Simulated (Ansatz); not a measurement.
An input for Ansatz 0.2.0 (H6PbCBr3N (Pm)):

```yaml
crystal:
  lattice:
    - [6.038531, 0.0, 0.0]
    - [0.0, 6.05968, 0.0]
    - [-0.007679, 0.0, 6.128174]
  atoms:
    - { symbol: H, position: [0.218258, 0.862101, 0.96819] }
    - { symbol: H, position: [0.177786, 0.0, 0.198636] }
    - { symbol: H, position: [0.825095, 0.851944, 0.061619] }
    - { symbol: H, position: [0.869341, 0.0, 0.811715] }
    - { symbol: H, position: [0.825095, 0.148056, 0.061619] }
    - { symbol: H, position: [0.218258, 0.137899, 0.96819] }
    - { symbol: Pb, position: [0.475266, 0.5, 0.477994] }
    - { symbol: C, position: [0.897311, 0.0, 0.98852] }
    - { symbol: Br, position: [0.430028, 0.5, 0.972748] }
    - { symbol: Br, position: [0.434852, 0.0, 0.512708] }
    - { symbol: Br, position: [0.966538, 0.5, 0.440736] }
    - { symbol: "N", position: [0.140606, 0.0, 0.032465] }
kpoints:
  mp_grid: { grid: [4, 4, 4] }
hamiltonian:
  xc: r2scan
scf:
  occupations: { method: fixed }
dielectric: {}
```

```sh
ansatz run input.yaml --threads 3 --pin off --max-ram 92160MiB --backend cuda --events-out ev --progress --plain --runs-dir out --devices 1 --max-vram 13GiB  # rebuilt from the run's record
```

Question: How long will it take on 1 × NVIDIA H100 80GB HBM3 (shared by 6 runs) with 3 threads of AMD EPYC 7R13 (Zen 3), shared host, and how much memory?

It took 96 s; on shared hardware allow 48 s to 3.2 min. Peak host memory was 5.4 GiB.

[Paths, hosts, dates, memory and timing lines, banners, echoed tables and standing remarks are left out of the program output.]

[Logs are printed without paths, hosts, clocks, repeated set-up lines and the standing remarks that a program may print on its own settings, such as how far it seeks lower states.]

[Runs of the session that timed out or met a known fault of the program may be left out.]

[Cells called generated may have been cut or substituted from an entry of the Crystallography Open Database or the Materials Project.]

[Hosts, paths, dates, database ids (printed as entryN), source tags and the programs' standing remarks are cut or masked in the printed files.]
